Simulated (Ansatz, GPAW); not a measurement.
## A 7-layer slab of K(110): work function by functional and basis

Aim: the work function of both faces of a 7-layer slab of K(110), and its spread over functionals and bases.

Calculated with GPAW 26.7.0 and Ansatz 0.2.0; Ansatz plane waves; slab in vacuum with a dipole correction, relaxation, in the first sound run; inputs show where later runs differ.

This is a report of a sequence of runs, with most program output left out.

## 1. Starting point

The cell holds 7 atoms: 7 K. Cell: a = 4.529 Å, b = 4.529 Å, c = 36.189 Å, α = 90.0°, β = 90.0°, γ = 70.5°. Vacuum lies along c.

## 2. Relaxing the atoms

The atoms are relaxed first, since the surface dipole, and with it the work function, follows the positions of the outer layers. The lowest 3 atoms are held at bulk positions and keep their forces.

Input file input.yaml:

```yaml
crystal:
  lattice:
    - [3.6981684656, -2.615, 0.0]
    - [3.6981684656, 2.615, 0.0]
    - [0.0, 0.0, 36.1890107936]
  atoms:
    - { symbol: K, position: [0.0, 0.0, 0.1934288848] }
    - { symbol: K, position: [0.5, 0.5, 0.2956192565] }
    - { symbol: K, position: [0.0, 0.0, 0.3978096283] }
    - { symbol: K, position: [0.5, 0.5, 0.5] }
    - { symbol: K, position: [0.0, 0.0, 0.6021903717] }
    - { symbol: K, position: [0.5, 0.5, 0.7043807435] }
    - { symbol: K, position: [0.0, 0.0, 0.8065711152] }
kpoints:
  mp_grid: { grid: [8, 8, 1] }
hamiltonian:
  xc: pbe
scf:
  occupations: { method: fermi_dirac, width: 0.1 }
efield:
  axis: 3
  dipole_correction: true
  ramp_width: 0.05
relax:
  f_tol: 0.02
  max_steps: 60
  constraints: [{ sites: [0, 1, 2] }]
output:
  write_potential: true
  write_density: true
  volumetric_format: npy
```

Started as:

```sh
ansatz run input.yaml --threads 4 --pin off --max-ram 8192MiB --backend cpu --events-out ev --progress --plain --runs-dir out
```

Run time: 10 s. Hardware: 4 threads of AMD EPYC 9R45 (Zen 5), shared host; peak memory 1.2 GiB.

Hardly anything moved in the relaxation; the energy changed by under 0.2 meV an atom.

This step gave:

| Quantity | Value |
| --- | --- |
| free energy | -10764.3076 eV |
| smearing term TS | 0.1930 eV |
| symmetry operations | 4 |
| upper work function | 2.388 eV |
| lower work function | 2.389 eV |
| dipole along the normal | -9.99e-8 e·Å |
| dipole field | -2.58e-8 V/Å |
| vacuum level above | 3.102 eV |
| vacuum level below | 3.103 eV |

Electrostatic potential energy of an electron (with the applied field's), less the Fermi level, planar mean against z:

z (Å), electrostatic potential energy of an electron (with the applied field's), less the Fermi level, planar mean (eV) and a bar from the least value:
```
        0       2.39 ##############################
        1       2.39 ##############################
        2       2.39 ##############################
        3       2.37 ##############################
        4       2.27 ##############################
        5       1.85 ############################
        6       0.19 #####################
        7      -4.90 
        8       0.55 ######################
        9       1.77 ###########################
       10      -1.17 ###############
       11      -3.96 ####
       12       1.32 ##########################
       13       1.47 ##########################
       14      -3.42 ######
       15      -1.86 ############
       16       1.71 ###########################
       17       0.83 ########################
       18      -4.70 #
       19       0.11 #####################
       20       1.80 ############################
       21      -0.48 ##################
       22      -4.37 ##
       23       1.12 #########################
       24       1.61 ###########################
       25      -2.74 #########
       26      -2.61 #########
       27       1.62 ###########################
       28       1.13 #########################
       29      -4.50 ##
       30      -0.70 #################
       31       1.69 ###########################
       32       2.23 #############################
       33       2.36 ##############################
       34       2.38 ##############################
       35       2.39 ##############################
       36       2.39 ##############################
```

The valence density, planar mean oscillates, so the rows of the table below give means over windows of 3.72 Å about each position, cut where the curve ends. Its maxima inside the range that stand out by 2 % of the span (Å: e/Å³): 7.0: 0.372, 10.7: 0.370, 14.4: 0.369, 18.2: 0.367, 21.7: 0.369, 25.5: 0.370, 29.2: 0.372. Its minima: 8.9: 0.0171, 12.5: 0.0170, 16.2: 0.0170, 20.0: 0.0170, 23.7: 0.0170, 27.3: 0.0171.

Table of valence density, planar mean by z; means over each step:

```
z (Å)  valence density, planar mean (e/Å³)
 1.86                               1.8e-4
 5.58                                0.101
 9.30                                0.127
13.02                                0.126
16.74                                0.126
20.46                                0.126
24.18                                0.126
27.90                                0.127
31.62                               0.0164
35.34                               5.2e-5
```

The atoms hardly moved: the energy changed by under 0.1 meV.

## 3. The slab's potential

The work function is the vacuum plateau of the electrostatic potential less the Fermi level; a dipole layer lets the two faces have plateaus of their own.

This step: GPAW, PAW setups; slab in vacuum (GPAW 26.7.0).

Input file run.py:

```python
import json
import numpy as np
from ase import Atoms
from gpaw import GPAW, PW

slab = Atoms(
    ['K', 'K', 'K', 'K', 'K', 'K', 'K'],
    positions=[
        [0.00000, 0.00000, 7.00000],
        [3.69817, 0.00000, 10.69817],
        [0.00000, 0.00000, 14.39634],
        [3.69817, 0.00000, 18.09451],
        [0.00000, 0.00000, 21.79267],
        [3.69817, 0.00000, 25.49084],
        [0.00000, 0.00000, 29.18901]],
    cell=[[3.69817, -2.615, 0.0], [3.69817, 2.615, 0.0], [0.0, 0.0, 36.18901]],
    pbc=[True, True, False])

slab.calc = GPAW(mode=PW(400), xc='PBE', kpts={'size': (8, 8, 1), 'gamma': True},
                 occupations={'name': 'fermi-dirac', 'width': 0.1}, nbands='160%',
                 convergence={'density': 1e-05}, maxiter=200,
                 poissonsolver={'dipolelayer': 'xy'},
                 symmetry={'tolerance': 1e-3}, txt='slab.txt')
result = {}
energy = slab.get_potential_energy()
fermi = slab.calc.get_fermi_level()
v = slab.calc.get_electrostatic_potential().mean((0, 1)) - fermi
n = slab.calc.get_pseudo_density().mean((0, 1))
L = slab.cell[2, 2]
z = np.arange(len(v)) * L / len(v)
low, high = slab.positions[:, 2].min(), slab.positions[:, 2].max()
below, above = np.interp([low - 4.8, high + 4.8], z, v)
slopes = [np.interp(x, z, np.gradient(v, z)) for x in (low - 4.8, high + 4.8)]
eps = np.array([[slab.calc.get_eigenvalues(k, s) for k in range(len(slab.calc.get_ibz_k_points()))]
                for s in range(slab.calc.get_number_of_spins())]) - fermi
top, bottom = eps[eps < 0].max(), eps[eps > 0].min()
dipole = slab.get_dipole_moment()[2]
print(f'energy {energy:.4f} eV, Fermi level {fermi:.4f} eV, dipole {dipole:.5f} e A')
print(f'potential 4.8 A off the faces, from the Fermi level: lower {below:.4f} eV, upper {above:.4f} eV')
print(f'slope of the potential there: lower {slopes[0]:.5f}, upper {slopes[1]:.5f} eV/A')
print(f'nearest levels on the mesh: {top:.4f} and {bottom:.4f} eV')
print('magnetic moment', round(slab.get_magnetic_moment(), 3))
result.update(energy=energy, fermi=fermi, dipole=dipole, below=below, above=above, slopes=slopes, edges=[top, bottom],
              z=z.tolist(), v=v.tolist(), n=n.tolist(), positions=slab.positions.tolist(),
              forces=slab.get_forces(apply_constraint=False).tolist(), moments=slab.get_magnetic_moments().tolist())
json.dump(result, open('result.json', 'w'))
```

Started as:

```sh
OMP_NUM_THREADS=1 OPENBLAS_NUM_THREADS=1 python run.py
```

The job ended after 2.9 min (1 thread; peak memory 0.54 GiB).

This step gave:

| Item | Value |
| --- | --- |
| dipole along the normal | 6.01e-5 e·Å |
| levels nearest the Fermi level on the mesh | -0.002985, 0.001740 eV from the Fermi level |
| upper work function | 2.386 eV |
| lower work function | 2.387 eV |

The electrostatic potential energy of an electron (without an applied field's), less the Fermi level, planar mean oscillates, so the rows of the table below give means over windows of 3.66 Å about each position, cut where the curve ends. Its maxima inside the range that stand out by 2 % of the span (Å: eV): 8.8: 1.82, 12.6: 1.80, 16.3: 1.81, 19.9: 1.81, 23.7: 1.81, 27.4: 1.82. Its minima: 7.0: -7.73, 10.7: -7.60, 14.4: -7.59, 18.1: -7.64, 21.8: -7.59, 25.4: -7.48, 29.2: -7.73.

Electrostatic potential energy of an electron (without an applied field's), less the Fermi level, planar mean against z; means over each step:

z (Å), electrostatic potential energy of an electron (without an applied field's), less the Fermi level, planar mean (eV) and a bar from the least value:
```
     1.83       2.38 ##############################
     5.49      -0.41 ######
     9.15      -1.06 
    12.81      -1.06 
    16.47      -1.06 
    20.13      -1.05 
    23.79      -1.04 
    27.45      -1.06 
    31.11       0.63 ###############
    34.77       2.39 ##############################
```

The pseudo valence density, planar mean by z:

```
z (Å)  pseudo valence density, planar mean (e/Å³)
    1                                      1.3e-5
    2                                      7.0e-5
    3                                      3.5e-4
    4                                     0.00156
    5                                     0.00556
    6                                      0.0415
    7                                       0.390
    8                                      0.0456
    9                                      0.0173
   10                                       0.119
   11                                       0.303
   12                                      0.0234
   13                                      0.0206
   14                                       0.252
   15                                       0.156
   16                                      0.0179
   17                                      0.0340
   18                                       0.379
   19                                      0.0609
   20                                      0.0171
   21                                      0.0898
   22                                       0.349
   23                                      0.0272
   24                                      0.0191
   25                                       0.204
   26                                       0.197
   27                                      0.0185
   28                                      0.0280
   29                                       0.353
   30                                      0.0818
   31                                     0.00699
   32                                     0.00203
   33                                      4.7e-4
   34                                      9.5e-5
   35                                      1.8e-5
```

The potential is flat to 0.01 eV/Å where it is read, so the vacuum is wide enough. The geometry is the other program's minimum; here the largest force on a free atom is 0.0094 eV/Å.

## 4. OptPBE vdW: xc = "optPBE-vdW"

The same geometry under optPBE-vdW, to see how far the functional moves the levels against the vacuum (the van der Waals functionals take revPBE setups).

run.py, as its differences from that of step 3:

```diff
@@ -18,3 +18,3 @@
 
-slab.calc = GPAW(mode=PW(400), xc='PBE', kpts={'size': (8, 8, 1), 'gamma': True},
+slab.calc = GPAW(mode=PW(400), xc='optPBE-vdW', kpts={'size': (8, 8, 1), 'gamma': True},
                  occupations={'name': 'fermi-dirac', 'width': 0.1}, nbands='160%',
```

It took 3.8 min on 1 thread; peak memory 0.91 GiB.

Numbers from this step:

```yaml
dipole_along_the_normal: 6.00e-5 e·Å
potential_below_the_slab: 2.545 eV from the Fermi level
potential_above_the_slab: 2.544 eV from the Fermi level
levels_nearest_the_fermi_level_on_the_mesh: -0.001575, 0.001991 eV from the Fermi level
```

The electrostatic potential energy of an electron (without an applied field's), less the Fermi level, planar mean by z:

```
z (Å)  electrostatic potential energy of an electron (without an applied field's), less the Fermi level, planar mean (eV)
    0                                                                                                                2.56
    1                                                                                                                2.56
    2                                                                                                                2.55
    3                                                                                                                2.51
    4                                                                                                                2.39
    5                                                                                                                1.95
    6                                                                                                               0.275
    7                                                                                                               -7.68
    8                                                                                                               0.600
    9                                                                                                                1.79
   10                                                                                                              -0.984
   11                                                                                                               -5.23
   12                                                                                                                1.38
   13                                                                                                                1.52
   14                                                                                                               -4.03
   15                                                                                                               -1.73
   16                                                                                                                1.76
   17                                                                                                               0.890
   18                                                                                                               -7.28
   19                                                                                                               0.214
   20                                                                                                                1.84
   21                                                                                                              -0.324
   22                                                                                                               -6.33
   23                                                                                                                1.17
   24                                                                                                                1.65
   25                                                                                                               -2.88
   26                                                                                                               -2.72
   27                                                                                                                1.64
   28                                                                                                                1.15
   29                                                                                                               -6.57
   30                                                                                                              -0.536
   31                                                                                                                1.78
   32                                                                                                                2.35
   33                                                                                                                2.50
   34                                                                                                                2.54
   35                                                                                                                2.56
   36                                                                                                                2.56
```

The pseudo valence density, planar mean oscillates, so the rows of the table below give means over windows of 3.66 Å about each position, cut where the curve ends. Its maxima inside the range that stand out by 2 % of the span (Å: e/Å³): 6.9: 0.390, 10.8: 0.398, 14.4: 0.403, 18.1: 0.405, 21.8: 0.403, 25.4: 0.398, 29.3: 0.390. Its minima: 8.8: 0.0169, 12.5: 0.0169, 16.2: 0.0170, 20.0: 0.0170, 23.7: 0.0169, 27.4: 0.0169.

Table of pseudo valence density, planar mean by z; means over each step:

```
z (Å)  pseudo valence density, planar mean (e/Å³)
 1.83                                      2.1e-4
 5.49                                      0.0943
 9.15                                       0.124
12.81                                       0.124
16.47                                       0.124
20.13                                       0.123
23.79                                       0.123
27.45                                       0.123
31.11                                      0.0535
34.77                                      1.5e-4
```

Where the script reads it, the potential slopes by 0.022 eV/Å, so no work function is taken.

(Continued in part 2 of 3.)

[Logs are printed without paths, hosts, clocks, repeated set-up lines and the standing remarks that a program may print on its own settings, such as how far it seeks lower states.]

[Hosts, paths, dates, database ids (printed as entryN), source tags and the programs' standing remarks are cut or masked in the printed files.]
